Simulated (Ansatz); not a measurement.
## A frame of liquid (K,Li)2CO3 from 1100 K (108 atoms): geometry optimisation

Aim: bring a frame of liquid (K,Li)2CO3 from 1100 K (108 atoms) to a nearby minimum of the energy and see what moves.

Main program and level: Ansatz 0.2.0; Kohn-Sham DFT, PBE, PAW (set soft_2), plane waves.

### Step 1. Set-up

The cell holds 108 atoms: 18 C, 54 O, 14 K and 22 Li. Its edges and angles: a = 11.691 Å, b = 11.691 Å, c = 11.691 Å, α = 90.0°, β = 90.0°, γ = 90.0°. 14 K+, 22 Li+, 18 CO3 2- placed at random, at 1.85 g/cm³; overlaps pushed apart, then 10 ps at 1500 K with harmonic planar carbonate ions with charges +1 on C and -1 on O; Joung-Cheatham ions (J. Phys. Chem. B 112, 9020 (2008)); charges of ions scaled by 0.8. Snapshot after 20 ps at 1100 K and fixed volume. The starting density is a measured one.

What the set-up can't give: The network of bonds at the start is that of the classical potential that made the cell. Only the Γ point is sampled, in a cell whose shortest periodic width is 12 Å.

### Step 2. Single point at the start

The forces at the start show how far the geometry lies from a minimum of this functional.

Contents of input.yaml:

```yaml
crystal:
  lattice:
    - [11.69092, 0.0, 0.0]
    - [0.0, 11.69092, 0.0]
    - [0.0, 0.0, 11.69092]
  atoms:
    - { symbol: C, position: [0.37112, 0.16729, 0.03039] }
    - { symbol: O, position: [0.47991, 0.16554, 0.05724] }
    - { symbol: O, position: [0.33279, 0.08017, 0.00435] }
    - { symbol: O, position: [0.30507, 0.25207, 0.04396] }
    - { symbol: C, position: [0.23825, 0.68208, 0.62662] }
    - { symbol: O, position: [0.20613, 0.66322, 0.72339] }
    - { symbol: O, position: [0.27683, 0.77679, 0.60659] }
    - { symbol: O, position: [0.22462, 0.61514, 0.55491] }
    - { symbol: C, position: [0.28715, 0.12262, 0.73134] }
    - { symbol: O, position: [0.36682, 0.2059, 0.71319] }
    - { symbol: O, position: [0.18826, 0.14487, 0.78113] }
    - { symbol: O, position: [0.31193, 0.03469, 0.68348] }
    - { symbol: C, position: [0.58976, 0.97001, 0.5466] }
    - { symbol: O, position: [0.51796, 0.97969, 0.47146] }
    - { symbol: O, position: [0.54985, 0.89055, 0.61644] }
    - { symbol: O, position: [0.6987, 0.96188, 0.52787] }
    - { symbol: C, position: [0.73342, 0.28164, 0.21653] }
    - { symbol: O, position: [0.812, 0.31264, 0.28353] }
    - { symbol: O, position: [0.71689, 0.33063, 0.11913] }
    - { symbol: O, position: [0.66686, 0.19367, 0.23805] }
    - { symbol: C, position: [0.59162, 0.89276, 0.04122] }
    - { symbol: O, position: [0.67377, 0.94091, 0.01419] }
    - { symbol: O, position: [0.54615, 0.94791, 0.12049] }
    - { symbol: O, position: [0.53194, 0.83691, 0.96631] }
    - { symbol: C, position: [0.02219, 0.08764, 0.19123] }
    - { symbol: O, position: [0.04633, 0.03273, 0.28062] }
    - { symbol: O, position: [0.94674, 0.14882, 0.17756] }
    - { symbol: O, position: [0.09183, 0.07717, 0.10844] }
    - { symbol: C, position: [0.07703, 0.47392, 0.08901] }
    - { symbol: O, position: [0.03311, 0.3795, 0.10474] }
    - { symbol: O, position: [0.10279, 0.53025, 0.9938] }
    - { symbol: O, position: [0.13456, 0.51377, 0.17419] }
    - { symbol: C, position: [0.32331, 0.78124, 0.29151] }
    - { symbol: O, position: [0.38723, 0.80396, 0.37295] }
    - { symbol: O, position: [0.27134, 0.85528, 0.22408] }
    - { symbol: O, position: [0.29155, 0.68626, 0.2845] }
    - { symbol: C, position: [0.97153, 0.93373, 0.66072] }
    - { symbol: O, position: [0.01654, 0.0244, 0.6141] }
    - { symbol: O, position: [0.89162, 0.95913, 0.73227] }
    - { symbol: O, position: [0.02732, 0.8343, 0.64446] }
    - { symbol: C, position: [0.34305, 0.35361, 0.31614] }
    - { symbol: O, position: [0.34844, 0.40002, 0.41131] }
    - { symbol: O, position: [0.42843, 0.35713, 0.2536] }
    - { symbol: O, position: [0.2411, 0.31388, 0.28194] }
    - { symbol: C, position: [0.87184, 0.77547, 0.27344] }
    - { symbol: O, position: [0.88231, 0.84993, 0.20672] }
    - { symbol: O, position: [0.94348, 0.77089, 0.36149] }
    - { symbol: O, position: [0.78702, 0.70566, 0.25367] }
    - { symbol: C, position: [0.17957, 0.80805, 0.95184] }
    - { symbol: O, position: [0.09372, 0.78685, 0.01356] }
    - { symbol: O, position: [0.27472, 0.76368, 0.95791] }
    - { symbol: O, position: [0.17424, 0.87869, 0.8701] }
    - { symbol: C, position: [0.98332, 0.46728, 0.58339] }
    - { symbol: O, position: [0.98007, 0.40126, 0.49908] }
    - { symbol: O, position: [0.92767, 0.56216, 0.57344] }
    - { symbol: O, position: [0.05432, 0.4598, 0.65598] }
    - { symbol: C, position: [0.81481, 0.64406, 0.88384] }
    - { symbol: O, position: [0.83302, 0.60774, 0.98939] }
    - { symbol: O, position: [0.74395, 0.58177, 0.83008] }
    - { symbol: O, position: [0.8885, 0.68374, 0.8236] }
    - { symbol: C, position: [0.43469, 0.51397, 0.942] }
    - { symbol: O, position: [0.39553, 0.55694, 0.8453] }
    - { symbol: O, position: [0.39458, 0.54673, 0.03388] }
    - { symbol: O, position: [0.5239, 0.43946, 0.96105] }
    - { symbol: C, position: [0.70649, 0.24882, 0.74385] }
    - { symbol: O, position: [0.69739, 0.14831, 0.76603] }
    - { symbol: O, position: [0.65888, 0.33223, 0.8048] }
    - { symbol: O, position: [0.75677, 0.25319, 0.65009] }
    - { symbol: C, position: [0.59968, 0.55529, 0.50892] }
    - { symbol: O, position: [0.64675, 0.58774, 0.59859] }
    - { symbol: O, position: [0.52625, 0.61935, 0.44882] }
    - { symbol: O, position: [0.64622, 0.48106, 0.43925] }
    - { symbol: K, position: [0.11814, 0.89061, 0.43048] }
    - { symbol: K, position: [0.32904, 0.07553, 0.26993] }
    - { symbol: K, position: [0.83703, 0.54015, 0.36368] }
    - { symbol: K, position: [0.61652, 0.66419, 0.07881] }
    - { symbol: K, position: [0.24941, 0.39418, 0.61428] }
    - { symbol: K, position: [0.5661, 0.72055, 0.78124] }
    [... 24 atom lines left out ...]
    - { symbol: Li, position: [0.15516, 0.97391, 0.72729] }
    - { symbol: Li, position: [0.54997, 0.33374, 0.12126] }
    - { symbol: Li, position: [0.02313, 0.67891, 0.65945] }
    - { symbol: Li, position: [0.88053, 0.31382, 0.11412] }
    - { symbol: Li, position: [0.27777, 0.69559, 0.11291] }
    - { symbol: Li, position: [0.5104, 0.31394, 0.8073] }
kpoints:
  mp_grid: { grid: [1, 1, 1] }
hamiltonian:
  xc: pbe
scf:
  occupations: { method: gaussian, width: 0.025 }
output:
  forces: true
  stress: true
  populations: intrinsic
  dos:
    method: { smearing: { sigma: 0.08 } }
    de: 0.1
    projected: { site_lists: { C: [C], K: [K], Li: [Li], O: [O] } }
  eigenvalues: true
```

Run with:

```bash
$ ansatz run input.yaml --threads 4 --pin off --max-ram 8192MiB --backend cpu --events-out ev --progress --plain --runs-dir out
```

Numbers of over 12 decimals in the logs are rounded to 6 here.

Output:

```text
Engine: ansatz 0.2.0, aarch64-unknown-linux-gnu
Pseudopotentials: kind: paw
Pseudopotential: C, paw, valence charge 4, recommended cutoff 420 eV (normal), C.paw.azcp
Pseudopotential: O, paw, valence charge 6, recommended cutoff 420 eV (normal), O.paw.azcp
Pseudopotential: K, paw, valence charge 9, recommended cutoff 420 eV (normal), K.paw.azcp
Pseudopotential: Li, paw, valence charge 3, recommended cutoff 420 eV (normal), Li.paw.azcp
[... 5 lines on functional and potentials left out ...]
Crystal: 108 atoms, lattice volume = 1597.887 Å³
Basis set: ecut = 420 eV, 31343 PW (Γ), exchange–correlation on 160×160×160 points (8 copies of the dense FFT grid, shifted against one another)
Bands: 402, of which v1, the nominal top of the filled ones, is band 294 counted from 1 (293 counted from 0)
Symmetry: 1 space group operations
Space group: P1 (ITA 1), of the structure as read, at distance tolerance 1.2e-4 Å
k-points: 1
[... 9 lines on functional and potentials left out ...]
Initial density: superposition of atomic densities (neutral atoms: chi_scale 0, normalization atom), corrected by the library's trained network
Initial wavefunctions: pseudopotential atomic-orbital guess
Functional: x = pbe(κ = 0.804, μ = 0.219515), c = pbe(β = 0.066725)
SCF iter   1: F=—  HF=-61225.589007 eV  |F-HF|=—  |Δ(HF+E_count)|=         —  Δρ=2.88e-3  dr2=1.81e-1  ethr=1.77e-3  ⟨swp⟩=6.0  Hψ=1729  notcnv=0  defer=56
preconditioner: auto → Resta (q_TF=auto, 2.310 Å⁻¹)  ε∞=2.9  [insulator: Δε(μ)=2.169 eV  Ē_g=15.087 eV  σ=0.025 eV  W_gap=1.00  n_scr=340 (ndim 8)  ℏωp=20.8 eV  f_vac=0.212  D(μ)=0.00/eV (n_scr^D=0)  ε∞_Penn≈2.9]
SCF iter   2: F=—  HF=-61225.572188 eV  |F-HF|=—  |Δ(HF+E_count)|=   1.68e-2  Δρ=1.45e-3  dr2=4.36e-2  ethr=3.07e-5  ⟨swp⟩=2.0  Hψ=711  notcnv=0  defer=104
SCF iter   3: F=—  HF=-61225.582569 eV  |F-HF|=—  |Δ(HF+E_count)|=   1.04e-2  Δρ=6.99e-4  dr2=1.50e-2  ethr=7.41e-6  ⟨swp⟩=3.0  Hψ=553  notcnv=0  defer=104
SCF iter   4: F=—  HF=-61225.584474 eV  |F-HF|=—  |Δ(HF+E_count)|=   1.90e-3  Δρ=3.13e-4  dr2=2.10e-3  ethr=2.56e-6  ⟨swp⟩=2.0  Hψ=552  notcnv=0  defer=104
SCF iter   5: F=—  HF=-61225.584645 eV  |F-HF|=—  |Δ(HF+E_count)|=   1.71e-4  Δρ=1.55e-4  dr2=3.49e-4  ethr=3.57e-7  ⟨swp⟩=2.0  Hψ=550  notcnv=0  defer=104
SCF iter   6: F=—  HF=-61225.584763 eV  |F-HF|=—  |Δ(HF+E_count)|=   1.17e-4  Δρ=5.91e-5  dr2=4.78e-5  ethr=5.94e-8  ⟨swp⟩=2.0  Hψ=714  notcnv=0  defer=104
SCF iter   7: F=—  HF=-61225.584582 eV  |F-HF|=—  |Δ(HF+E_count)|=   1.80e-4  Δρ=2.35e-5  dr2=8.25e-6  ethr=8.13e-9  ⟨swp⟩=2.0  Hψ=592  notcnv=0  defer=104
SCF iter   8: F=—  HF=-61225.584584 eV  |F-HF|=—  |Δ(HF+E_count)|=   1.37e-6  Δρ=1.00e-5  dr2=1.57e-6  ethr=1.40e-9  ⟨swp⟩=2.0  Hψ=546  notcnv=0  defer=104
SCF iter   9: F=—  HF=-61225.584584 eV  |F-HF|=—  |Δ(HF+E_count)|=   8.52e-7  Δρ=3.10e-6  dr2=1.77e-7  ethr=2.67e-10  ⟨swp⟩=2.0  Hψ=539  notcnv=0  defer=104
SCF iter  10: F=-61225.584585 eV  HF=-61225.584585 eV  |F-HF|=1.36e-8  |Δ(HF+E_count)|=   1.17e-7  Δρ=1.75e-6  dr2=4.51e-8  ethr=1.70e-11  ⟨swp⟩=14.0  Hψ=2343  notcnv=0
SCF 1 converged in 10 iterations: F = -61225.584585 eV  dr2 = 4.51e-8
  greatest PAW one-centre occupation: 1.000 electrons in one spin orbital (limit 2), on the Li atom at site 98 (counted from 0), in its partial waves of l = 0
SCF converged after 10 iterations
Free energy (F): -61225.584585 eV
Harris-Foulkes:  -61225.584585 eV  (|F-HF|=1.36e-8)
Internal energy: -61225.584585 eV  (E = F + TS)
E sigma→0 (E₀):  -61225.584585 eV
Fermi energy:    4.028895 eV
--- Per-component energies (eV) ---
  E_band       = -5855.817837
  E_kinetic    = 15270.421501
  E_local      = -46478.758153  (includes V_loc(G=0)·N_el)
  E_nonlocal   = 2562.135339
  E_hartree    = 17174.260340
  E_xc         = -6991.373364
  E_vxc        = -8782.698263  (∫ρ·V_xc dr)
  E_paw        = -21766.380961  (= ΣΔE_a)
  E_vpaw       = -2775.565894  (= ΣTr[D̂ρ^β])
  E_aug_tail   = 0.135632  (compensation charges beyond the density's cutoff)
  E_ewald      = -20996.024918
  E_smearing   = -0.000000  (= −TS)
  E_closure    = 0.000000  (closes the sum)
  Σ components = -61225.584585   (vs F -61225.584585, Δ=0.00e0)
--- Forces (eV/Å), atoms counted from 1 ---
  atom   1  C      5.40721484     6.57921075     3.75837646
  atom   2  O      1.18083401     2.17251135    -0.03577555
  atom   3  O     -5.28342966   -10.90466060    -4.19787353
  atom   4  O     -0.89494547     2.71707221    -0.49298050
  atom   5  C     -0.60172720     2.24151778     3.90626671
  atom   6  O     -2.08330041    -1.34324513     7.37801458
  atom   7  O      4.31127682     7.33195069    -1.49585794
  atom   8  O     -0.90926202    -7.57025148    -8.91521860
  atom   9  C      0.87218322     7.06329954    -0.11977093
  atom  10  O     -1.10296088     0.07423179     1.75677167
  atom  11  O      0.99101477    -0.61886783     0.14692690
  atom  12  O     -0.36679995    -6.07493820    -1.71910759
  atom  13  C      1.18867612    -7.05772344     0.31399158
  atom  14  O     -2.83723226     4.78776353    -4.80341603
[...]
atom 107  Li    -0.13206798    -0.67471423     0.09821719
  atom 108  Li    -0.90888240     0.44330528     0.72753929
  max |Σ_I F_I| component: 6.30e-5 eV/Å
--- Stress (GPa, compression-positive) ---
        5.423292       1.524156      -0.560833
        1.524156       7.468418      -0.807272
       -0.560835      -0.807273       7.258246
  P = ⅓ Tr σ = 6.7167 GPa (67.167 kbar)
--- Band table (eV) ---
  k-point 0: bands = ["-43.2984", "-43.1567", "-42.8687", "-42.8410", [... 386 levels ...], "11.1377", "11.1744", "11.1984", "11.2149", "11.2986", "11.3391", "11.3568", "11.4153", "11.4475", "11.5057", "11.5125", "11.5481"]
--- intrinsic populations: 108 sites ---
  site symbol       q [e]
     0      C      3.3777
     1      O      6.7860
     2      O      6.6881
[...]
107     Li      2.1990
  spilling = 0.000000 (of n_electrons = 588.000000)
```

Wall time 27 s (4 threads of Arm Neoverse V1, shared host); peak memory 2.1 GiB.

Reading the cycles: dr2 is the Hartree energy of the density residual (eV), the measure of convergence; HF is the Harris–Foulkes estimate of the energy, which meets the free energy F at convergence.

The run gave:

| Item | Value |
| --- | --- |
| free energy | -61225.5846 eV |
| free energy per atom | -566.9036 eV/atom |
| SCF cycles | 10 |
| pressure | 6.717 GPa |
| r.m.s. force component | 2.737 eV/Å |
| longest force | 13.8 eV/Å |
| Fermi energy | 4.029 eV |
| gap (highest filled to lowest empty level) | 1.825 eV |

The r.m.s. force component of 2.7 eV/Å and the pressure of 6.7 GPa set the starting point.

Length of the force by element:

```
element  coordination  atoms  mean length of the force (eV/Å)  spread  least  most
      C           all     18                             5.36    2.30   1.25  10.0
      K           all     14                            0.685   0.215  0.377  1.19
     Li           all     22                            0.871   0.345  0.272  1.94
      O           all     54                             4.68    3.35  0.220  13.8
```

(Part 1 of 3 ends here.)

[Logs are printed without paths, hosts, clocks, repeated set-up lines and the standing remarks that a program may print on its own settings, such as how far it seeks lower states.]

[Hosts, paths, dates, database ids (printed as entryN), source tags and the programs' standing remarks are cut or masked in the printed files.]
